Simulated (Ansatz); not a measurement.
# Free carriers and the phonons of SnSe2 (P-3m1), part 2 of 2

Aim: how far do free carriers move the optical modes of SnSe2 (P-3m1)?

Ansatz 0.2.0; DFT PBE+D3(BJ), scalar-relativistic, plane waves, PAW; PAW set soft_1.

So far. Step 5 (Tight relaxation): The largest force component left is 0.30 meV/Å and the pressure is -0.003 GPa, within the tolerances set. The cell now holds 25.57 Å³/atom.

### Step 6. A member of the series: no carriers

The cell of the neutral crystal is kept with no carriers. The bands are sampled on 26×26×12 points with Fermi-Dirac filling of 0.03 eV.

Input file input.yaml:

```yaml
crystal:
  lattice:
    - [3.8396305551, 0.0, 0.0]
    - [-1.9198152775, 3.3252176019, 0.0]
    - [0.0, 0.0, 6.0089591603]
  atoms:
    - { symbol: Se, position: [0.3333333333, 0.6666666667, 0.265205289] }
    - { symbol: Se, position: [0.6666666667, 0.3333333333, 0.734794711] }
    - { symbol: Sn, position: [0.0, 0.0, 0.0] }
kpoints:
  mp_grid: { grid: [26, 26, 12] }
hamiltonian:
  xc: pbe
  dispersion: d3bj
  pseudopotentials: { kind: paw, azcp: { folder: soft_1 } }
scf:
  occupations: { method: fermi_dirac, width: 0.03 }
output:
  forces: true
  stress: true
  eigenvalues: true
relax:
  adjacent_minimum: "off"
  f_tol: 0.001
  max_steps: 60
```

The run is started by

```sh
$ ansatz run input.yaml --threads 4 --pin off --max-ram 16384MiB --backend cpu --events-out ev --progress --plain --runs-dir out
```

Numbers of over 12 decimals in the logs are rounded to 6 here.

Output:

```text
[...]
k-point 769: bands = [... 19 lower, 3.8596, 4.3433, 7.7248, 7.7542, 10.3375, 12.3418, 12.3600, 13.8250, ... 1 higher]
--- Relaxed structure (4 steps of the walk, 3 accepted, 0 SCFs on fresh bases) ---
  F+E_penalty+E_count = -16964.52070166 eV   max|allowed force component| = 1.318e-5 eV/Å
  atoms:
    - { symbol: Se, position: [0.333333, 0.666667, 0.265231] }
    - { symbol: Se, position: [0.666667, 0.333333, 0.734769] }
    - { symbol: Sn, position: [0, 0, 0.0] }
[key lines of the parts left out:]
SCF converged after 4 iterations
Free energy (F): -16964.520702 eV
Fermi energy:    8.365876 eV
P = ⅓ Tr σ = -0.0070 GPa (-0.070 kbar)
```

Wall time 64 s (4 threads of Arm Neoverse V2, shared host); peak memory 1.3 GiB; 4.2 min of CPU time.

No atom moved by 0.005 Å in the relaxation.

The largest force component left is 0.013 meV/Å.

### Step 7. Zone-centre modes of the member: no carriers

Phonons follow from the second derivative of the energy, found here by linear response.

The zone-centre modes follow for no carriers.

input.yaml, the sections that differ from step 6:

```yaml
crystal:
  lattice:
    - [3.8396305551, 0.0, 0.0]
    - [-1.9198152775, 3.3252176019, 0.0]
    - [0.0, 0.0, 6.0089591603]
  atoms:
    - { symbol: Se, position: [0.3333333333, 0.6666666667, 0.2652308886] }
    - { symbol: Se, position: [0.6666666667, 0.3333333333, 0.7347691114] }
    - { symbol: Sn, position: [0.0, 0.0, 0.0] }
output:
  eigenvalues: true
phonons:
  method: dfpt
# kpoints, hamiltonian, scf: as in step 6
# relax: removed
```

Output:

```text
[...]
Crystal: 3 atoms, lattice volume = 76.720 Å³
Basis set: ecut = 420 eV, 1485 PW (Γ), exchange–correlation on 54×54×90 points (8 copies of the dense FFT grid, shifted against one another)
Bands: 28, of which v1, the nominal top of the filled ones, is band 23 counted from 1 (22 counted from 0)
Symmetry: 12 space group operations
k-points: 2121 of 8112 (irreducible under 2 space group operations, time reversal used)
[...]
SCF iter   1: F=—  HF=-16964.903547 eV  |F-HF|=—  |Δ(HF+E_count)|=         —  Δρ=3.22e-2  dr2=1.57e0  ethr=3.10e-3  ⟨swp⟩=7.1  Hψ=271940  notcnv=0
[...]
SCF iter  12: F=-16964.520702 eV  HF=-16964.520702 eV  |F-HF|=3.64e-12  |Δ(HF+E_count)|=  4.00e-11  Δρ=4.83e-8  dr2=1.32e-12  ethr=1.00e-12  ⟨swp⟩=10.6  Hψ=288222  notcnv=0
SCF 1 converged in 12 iterations: F = -16964.520702 eV  dr2 = 1.32e-12
[...]
DFPT response loops at Γ: preconditioner auto → Kerker (q_TF=auto, 2.505 Å⁻¹) (partly filled bands, converged f_vac=0.045); β = 1.00, the filter's whole step (`scf.mixing.beta` (0.50) is not read by the response loops under this deck's `scf.mixing.preconditioner`; to damp them name `kerker` or `kerker_dos`, under which they read `scf.mixing.beta`, and type it under 1.00, their step now; both keys bind the ground state too); Broyden in place of MSR1
SCF converged after 12 iterations
Free energy (F): -16964.520702 eV
[...]
Internal energy: -16964.520692 eV  (E = F + TS)
E sigma→0 (E₀):  -16964.520697 eV
Entropy (-TS):   -0.000010 eV (-0.003 meV/atom)
Fermi energy:    8.365876 eV
[...]
--- Band table (eV; the first three rows and the last of 2121) ---
  k-point 0: bands = [... 19 lower, 7.4363, 7.6008, 7.6008, 8.0357, 8.8593, 11.0789, 12.6438, 12.6438, ... 1 higher]
  k-point 1: bands = [... 19 lower, 7.4124, 7.6308, 7.6308, 7.7487, 9.1091, 11.0788, 12.6161, 12.6161, ... 1 higher]
  k-point 2: bands = [... 19 lower, 7.3682, 7.3682, 7.6919, 7.6919, 9.5162, 11.0755, 12.5421, 12.5421, ... 1 higher]
  k-point 2120: bands = [... 19 lower, 4.6873, 5.5004, 6.1575, 7.0882, 9.3569, 13.4420, 14.0366, 14.2750, ... 1 higher]
--- Phonons (Γ-DFPT): 4 representative perturbations + reference, on 2121 of 8112 k-points (Σ response iterations 12) ---
  k mesh reduced under 2 symmetry operations, with k and −k counted as one. Each operation leaves every solved perturbation unchanged. A smaller set is not used because it would not reduce the number of displacements times k-points to solve
  ASR residual: 8.074e-5 → 0.000e0 eV/Å²; symmetrization residual: 5.814e-5 eV/Å²
  pairwise dispersion correction: d3bj (s6 = 1.0, s8 = 0.7875, a1 = 0.4289, a2_bohr = 4.4407), with the weights of each atom's references fixed at the reference crystal's, and the forces and stress that the weights' published response gives there kept as a pressure on the atom's counted neighbours (hamiltonian.dispersion)
  ASR residual per site (eV/Å²): 8.07e-5 8.07e-5 4.78e-5
  Γ frequencies (cm⁻¹): 0.00 0.00 0.00 123.43 123.43 142.07 142.07 180.75 239.83
  non-analytic LO–TO correction: not included (Born effective charges unavailable; polar crystals: no LO–TO splitting at Γ)
```

Run time: 8.7 min. Hardware: 4 threads; peak memory 11 GiB.

Numbers from this step:

```yaml
sum_rule_residual_before_enforcement: 8.07e-5 eV/Å²
point_group: -3m
highest_optical_mode_at_the_zone_centre_no_lo_to_term: 239.8 cm⁻¹
lowest_optical_zone_centre_mode: 123.4 cm⁻¹
```

Without the LO-TO term. Patterns of degenerate modes are one choice out of their space. Modes at Γ, with each element's share of the kinetic energy:

| mode | frequency (cm⁻¹) | symmetry | Se % | Sn % |
| --- | --- | --- | --- | --- |
| 1 | 0.0 | acoustic | 57 | 43 |
| 2 | 0.0 | acoustic | 57 | 43 |
| 3 | 0.0 | acoustic | 57 | 43 |
| 4 | 123.4 | Eg | 100 | 0 |
| 5 | 123.4 | Eg | 100 | 0 |
| 6 | 142.1 | Eu | 43 | 57 |
| 7 | 142.1 | Eu | 43 | 57 |
| 8 | 180.8 | A1g | 100 | 0 |
| 9 | 239.8 | A2u | 43 | 57 |

Displacements in mode 4 (123.4 cm⁻¹), the largest set to 1:
```
Se1 -1.00  0.00  0.00
Se2  1.00  0.00  0.00
Sn3  0.00  0.00  0.00
```

Displacements in mode 7 (142.1 cm⁻¹), the largest set to 1:
```
Se1 -0.75  0.00  0.00
Se2 -0.75  0.00  0.00
Sn3  1.00  0.00  0.00
```

Without the LO-TO term the lowest optical mode is real, 123 cm⁻¹, and the highest lies at 239.8 cm⁻¹.

### Step 8. Relaxation of a member: 15 × 10²⁰ holes per cm³

The cell of the neutral crystal is kept with 15 × 10²⁰ holes per cm³, balanced by a uniform background. The bands are sampled on 26×26×12 points with Fermi-Dirac filling of 0.03 eV.

input.yaml, the sections that differ from step 7:

```yaml
crystal:
  lattice:
    - [3.8396305551, 0.0, 0.0]
    - [-1.9198152775, 3.3252176019, 0.0]
    - [0.0, 0.0, 6.0089591603]
  atoms:
    - { symbol: Se, position: [0.3333333333, 0.6666666667, 0.265205289] }
    - { symbol: Se, position: [0.6666666667, 0.3333333333, 0.734794711] }
    - { symbol: Sn, position: [0.0, 0.0, 0.0] }
total_charge: 0.11508
output:
  forces: true
  stress: true
  eigenvalues: true
relax:
  adjacent_minimum: "off"
  f_tol: 0.001
  max_steps: 60
# kpoints, hamiltonian, scf: as in step 7
# phonons: removed
```

Output:

```text
[...]
Crystal: 3 atoms, lattice volume = 76.720 Å³
Basis set: ecut = 420 eV, 1485 PW (Γ), exchange–correlation on 54×54×90 points (8 copies of the dense FFT grid, shifted against one another)
Bands: 28, of which v1, the nominal top of the filled ones, is band 23 counted from 1 (22 counted from 0)
Symmetry: 12 space group operations
[...]
k-point 769: bands = [... 19 lower, 3.8672, 4.3550, 7.7058, 7.7331, 10.3164, 12.3245, 12.3391, 13.8176, ... 1 higher]
--- Relaxed structure (4 steps of the walk, 3 accepted, 0 SCFs on fresh bases) ---
  F+E_penalty+E_count = -16965.44822773 eV   max|allowed force component| = 8.034e-4 eV/Å
  atoms:
    - { symbol: Se, position: [0.333333, 0.666667, 0.266148] }
    - { symbol: Se, position: [0.666667, 0.333333, 0.733852] }
    - { symbol: Sn, position: [0, 0, 0] }
[key lines of the parts left out:]
SCF converged after 2 iterations
Free energy (F): -16965.448228 eV
Fermi energy:    7.966171 eV
P = ⅓ Tr σ = -0.2915 GPa (-2.915 kbar)
```

It took 68 s on 4 threads; peak memory 1.3 GiB; 4.5 min of CPU time.

Step by step:

| step | energy less that of the first step (eV) | largest force component (eV/Å) |
| --- | --- | --- |
| 1 | 0.0000 | 0.0499 |
| 2 | 0.0008 | 0.0952 |
| 3 | -0.0003 | 0.0008 |
| 4 | -0.0003 | 0.0008 |

Relaxation step 2 was tried and not accepted.

The run keeps the 12 symmetry operations that it works with, so distortions that break them were not tested.

The relaxed structure:

```cif
data_structure
_symmetry_space_group_name_H-M 'P 1'
_symmetry_Int_Tables_number 1
_cell_length_a 3.8396
_cell_length_b 3.8396
_cell_length_c 6.0090
_cell_angle_alpha 90.000
_cell_angle_beta 90.000
_cell_angle_gamma 120.000
_cell_volume 76.72
loop_
_atom_site_label
_atom_site_type_symbol
_atom_site_fract_x
_atom_site_fract_y
_atom_site_fract_z
_atom_site_occupancy
Se1 Se 0.33333 0.66667 0.26615 1
Se2 Se 0.66667 0.33333 0.73385 1
Sn3 Sn 0.00000 0.00000 0.00000 1
```

The largest force component left is 0.80 meV/Å.

### Step 9. Zone-centre modes of the member: 15 × 10²⁰ holes per cm³

The zone-centre modes follow for 15 × 10²⁰ holes per cm³.

input.yaml, the sections that differ from step 8:

```yaml
crystal:
  lattice:
    - [3.8396305551, 0.0, 0.0]
    - [-1.9198152775, 3.3252176019, 0.0]
    - [0.0, 0.0, 6.0089591603]
  atoms:
    - { symbol: Se, position: [0.3333333333, 0.6666666667, 0.2661484145] }
    - { symbol: Se, position: [0.6666666667, 0.3333333333, 0.7338515855] }
    - { symbol: Sn, position: [0.0, 0.0, 0.0] }
output:
  eigenvalues: true
phonons:
  method: dfpt
# total_charge, kpoints, hamiltonian, scf: as in step 8
# relax: removed
```

Output:

```text
[...]
Crystal: 3 atoms, lattice volume = 76.720 Å³
Basis set: ecut = 420 eV, 1485 PW (Γ), exchange–correlation on 54×54×90 points (8 copies of the dense FFT grid, shifted against one another)
Bands: 28, of which v1, the nominal top of the filled ones, is band 23 counted from 1 (22 counted from 0)
Symmetry: 12 space group operations
k-points: 2121 of 8112 (irreducible under 2 space group operations, time reversal used)
[...]
k-point 2: bands = [... 19 lower, 7.3678, 7.3678, 7.6865, 7.6865, 9.5052, 11.1113, 12.5609, 12.5609, ... 1 higher]
  k-point 2120: bands = [... 19 lower, 4.6945, 5.5035, 6.1537, 7.0596, 9.3358, 13.4269, 14.0199, 14.2764, ... 1 higher]
[...]
ASR residual: 8.847e-5 → 0.000e0 eV/Å²; symmetrization residual: 4.932e-5 eV/Å²
[...]
ASR residual per site (eV/Å²): 7.18e-5 7.18e-5 8.85e-5
  Γ frequencies (cm⁻¹): 0.00 0.00 0.00 118.03 118.03 141.37 141.37 175.01 231.71
[...]
[key lines of the parts left out:]
SCF converged after 10 iterations
Free energy (F): -16965.448228 eV
Fermi energy:    7.966170 eV
```

Elapsed: 8.7 min, on 4 threads; peak memory 11 GiB; 33 min of CPU time.

Numbers from this step:

| Item | Value |
| --- | --- |
| sum-rule residual before enforcement | 8.85e-5 eV/Å² |
| highest optical mode at the zone centre (no LO-TO term) | 231.7 cm⁻¹ |
| lowest optical zone-centre mode | 118.0 cm⁻¹ |

Without the LO-TO term. Patterns of degenerate modes are one choice out of their space. Modes at Γ, with each element's share of the kinetic energy:

| mode | frequency (cm⁻¹) | symmetry | Se % | Sn % |
| --- | --- | --- | --- | --- |
| 1 | 0.0 | acoustic | 57 | 43 |
| 2 | 0.0 | acoustic | 57 | 43 |
| 3 | 0.0 | acoustic | 57 | 43 |
| 4 | 118.0 | Eg | 100 | 0 |
| 5 | 118.0 | Eg | 100 | 0 |
| 6 | 141.4 | Eu | 43 | 57 |
| 7 | 141.4 | Eu | 43 | 57 |
| 8 | 175.0 | A1g | 100 | 0 |
| 9 | 231.7 | A2u | 43 | 57 |

Without the LO-TO term the lowest optical mode is real, 118 cm⁻¹, and the highest lies at 231.7 cm⁻¹.

Between step 7 and this run (carriers -15 × 10²⁰ cm⁻³) the value for the highest optical mode at the zone centre (no LO-TO term) moves from 240 cm⁻¹ to 232 cm⁻¹ (-3 %).

### Step 10. A check on a coarser mesh: 2 × 10²⁰ holes per cm³

To see what the mesh is worth, the run for 2 × 10²⁰ holes per cm³ is repeated on 21×21×10 points.

input.yaml, the sections that differ from step 9:

```yaml
crystal:
  lattice:
    - [3.8396305551, 0.0, 0.0]
    - [-1.9198152775, 3.3252176019, 0.0]
    - [0.0, 0.0, 6.0089591603]
  atoms:
    - { symbol: Se, position: [0.3333333333, 0.6666666667, 0.2653299084] }
    - { symbol: Se, position: [0.6666666667, 0.3333333333, 0.7346700916] }
    - { symbol: Sn, position: [0.0, 0.0, 0.0] }
total_charge: 0.015344
kpoints:
  mp_grid: { grid: [21, 21, 10] }
# hamiltonian, scf, output, phonons: as in step 9
```

Output:

```text
[...]
Crystal: 3 atoms, lattice volume = 76.720 Å³
Basis set: ecut = 420 eV, 1485 PW (Γ), exchange–correlation on 54×54×90 points (8 copies of the dense FFT grid, shifted against one another)
Bands: 28, of which v1, the nominal top of the filled ones, is band 23 counted from 1 (22 counted from 0)
Symmetry: 12 space group operations
k-points: 1166 of 4410 (irreducible under 2 space group operations, time reversal used)
[...]
k-point 2: bands = [... 19 lower, 7.3505, 7.3505, 7.7176, 7.7176, 9.6730, 11.0761, 12.5068, 12.5068, ... 1 higher]
  k-point 1165: bands = [... 19 lower, 4.4741, 5.2221, 7.4039, 7.4597, 10.0767, 12.3822, 13.1168, 13.7632, ... 1 higher]
[...]
ASR residual: 6.591e-5 → 0.000e0 eV/Å²; symmetrization residual: 7.238e-6 eV/Å²
[...]
ASR residual per site (eV/Å²): 4.12e-5 4.12e-5 6.59e-5
  Γ frequencies (cm⁻¹): 0.00 0.00 0.00 122.87 122.87 142.07 142.07 179.96 239.11
[...]
[key lines of the parts left out:]
SCF converged after 15 iterations
Free energy (F): -16964.646327 eV
Fermi energy:    8.146241 eV
```

Elapsed: 4.5 min, on 4 threads; peak memory 7.1 GiB.

This step gave:

| Quantity | Value |
| --- | --- |
| sum-rule residual before enforcement | 6.59e-5 eV/Å² |
| highest optical mode at the zone centre (no LO-TO term) | 239.1 cm⁻¹ |
| lowest optical zone-centre mode | 122.9 cm⁻¹ |

The highest mode comes at 239.1 cm⁻¹, against 239.1 cm⁻¹ on 26×26×12 points.

### Step 11. A check on a coarser mesh: 10 × 10²⁰ holes per cm³

To see what the mesh is worth, the run for 10 × 10²⁰ holes per cm³ is repeated on 21×21×10 points.

input.yaml, the sections that differ from step 10:

```yaml
crystal:
  lattice:
    - [3.8396305551, 0.0, 0.0]
    - [-1.9198152775, 3.3252176019, 0.0]
    - [0.0, 0.0, 6.0089591603]
  atoms:
    - { symbol: Se, position: [0.3333333333, 0.6666666667, 0.265784202] }
    - { symbol: Se, position: [0.6666666667, 0.3333333333, 0.734215798] }
    - { symbol: Sn, position: [0.0, 0.0, 0.0] }
total_charge: 0.07672
# kpoints, hamiltonian, scf, output, phonons: as in step 10
```

Output:

```text
[...]
Crystal: 3 atoms, lattice volume = 76.720 Å³
Basis set: ecut = 420 eV, 1485 PW (Γ), exchange–correlation on 54×54×90 points (8 copies of the dense FFT grid, shifted against one another)
Bands: 28, of which v1, the nominal top of the filled ones, is band 23 counted from 1 (22 counted from 0)
Symmetry: 12 space group operations
k-points: 1166 of 4410 (irreducible under 2 space group operations, time reversal used)
[...]
k-point 2: bands = [... 19 lower, 7.3500, 7.3500, 7.7149, 7.7149, 9.6675, 11.0943, 12.5166, 12.5166, ... 1 higher]
  k-point 1165: bands = [... 19 lower, 4.4765, 5.2229, 7.3978, 7.4464, 10.0659, 12.3811, 13.1020, 13.7632, ... 1 higher]
[...]
ASR residual: 1.170e-4 → 0.000e0 eV/Å²; symmetrization residual: 8.681e-6 eV/Å²
[...]
ASR residual per site (eV/Å²): 1.82e-5 1.82e-5 1.17e-4
  Γ frequencies (cm⁻¹): 0.00 0.00 0.00 120.14 120.14 141.86 141.86 176.92 235.33
[...]
[key lines of the parts left out:]
SCF converged after 10 iterations
Free energy (F): -16965.141859 eV
Fermi energy:    8.015666 eV
```

It took 4.2 min on 4 threads; peak memory 7.1 GiB.

Numbers from this step:

| Item | Value |
| --- | --- |
| sum-rule residual before enforcement | 1.17e-4 eV/Å² |
| highest optical mode at the zone centre (no LO-TO term) | 235.3 cm⁻¹ |
| lowest optical zone-centre mode | 120.1 cm⁻¹ |

The highest mode comes at 235.3 cm⁻¹, against 235.3 cm⁻¹ on 26×26×12 points.

### Step 12. The series together

The members are set side by side, also those not shown above.

Electrons count positive and holes negative; without the LO-TO term; modes are tracked from the neutral crystal by their patterns, and those within 0.3 cm⁻¹ of each other stand once; the cell of the neutral crystal is kept and the atoms are relaxed where symmetry leaves them free; all runs use 26×26×12 k points and Fermi-Dirac smearing of 0.03 eV. Optical modes along the series:

| carriers (10²⁰ cm⁻³) | mode 4 Eg (cm⁻¹) | mode 6 Eu (cm⁻¹) | mode 8 A1g (cm⁻¹) | mode 9 A2u (cm⁻¹) |
| --- | --- | --- | --- | --- |
| -15 | 118 | 141.4 | 175 | 231.7 |
| -10 | 120.1 | 141.8 | 176.9 | 235.3 |
| -6 | 121.7 | 142 | 178.5 | 237.5 |
| -4 | 122.3 | 142.1 | 179.2 | 238.3 |
| -2 | 122.9 | 142.1 | 180 | 239.1 |
| -1 | 123.2 | 142.1 | 180.4 | 239.5 |
| 0 | 123.4 | 142.1 | 180.8 | 239.8 |

### Step 13. Results

- members: 7
- mode that changes most, in cm⁻¹: mode 9 A2u
- its frequency without carriers: 239.83 cm⁻¹
- its frequency at -15 × 10²⁰ cm⁻³: 231.71 cm⁻¹

What this shows: At 15 × 10²⁰ holes per cm³ the largest change in cm⁻¹ is that of mode 9 A2u, -8.12 cm⁻¹ from 239.83 cm⁻¹. At 2 and 10 × 10²⁰ cm⁻³ the coarser mesh moves the optical modes by up to 0.04 cm⁻¹, a measure of the error left by the mesh there. The response is adiabatic: the carriers follow the ions at once. Where they cannot, as for a zone-centre mode faster than their scattering, measured shifts differ, and line shapes are not given here. The background stands for dopants without their size, scattering or local bonds, and the cell is that of the neutral crystal, although carriers also change the volume at rest, which would shift the modes as well. In a polar crystal the carriers also screen the field of the longitudinal modes, often the largest effect; only modes without that field are treated here. These are harmonic frequencies of a static lattice, with warm electrons: anharmonic shifts, linewidths and thermal expansion are left out. Spin-orbit coupling is left out, which can matter for the heavy elements here. In the phonons the program holds the C6 weights of the dispersion term fixed, leaving out their change with coordination. Only the zone centre was solved, so an instability at another wavevector cannot show here.

[Logs are printed without paths, hosts, clocks, repeated set-up lines and the standing remarks that a program may print on its own settings, such as how far it seeks lower states.]

[Hosts, paths, dates, database ids (printed as entryN), source tags and the programs' standing remarks are cut or masked in the printed files.]
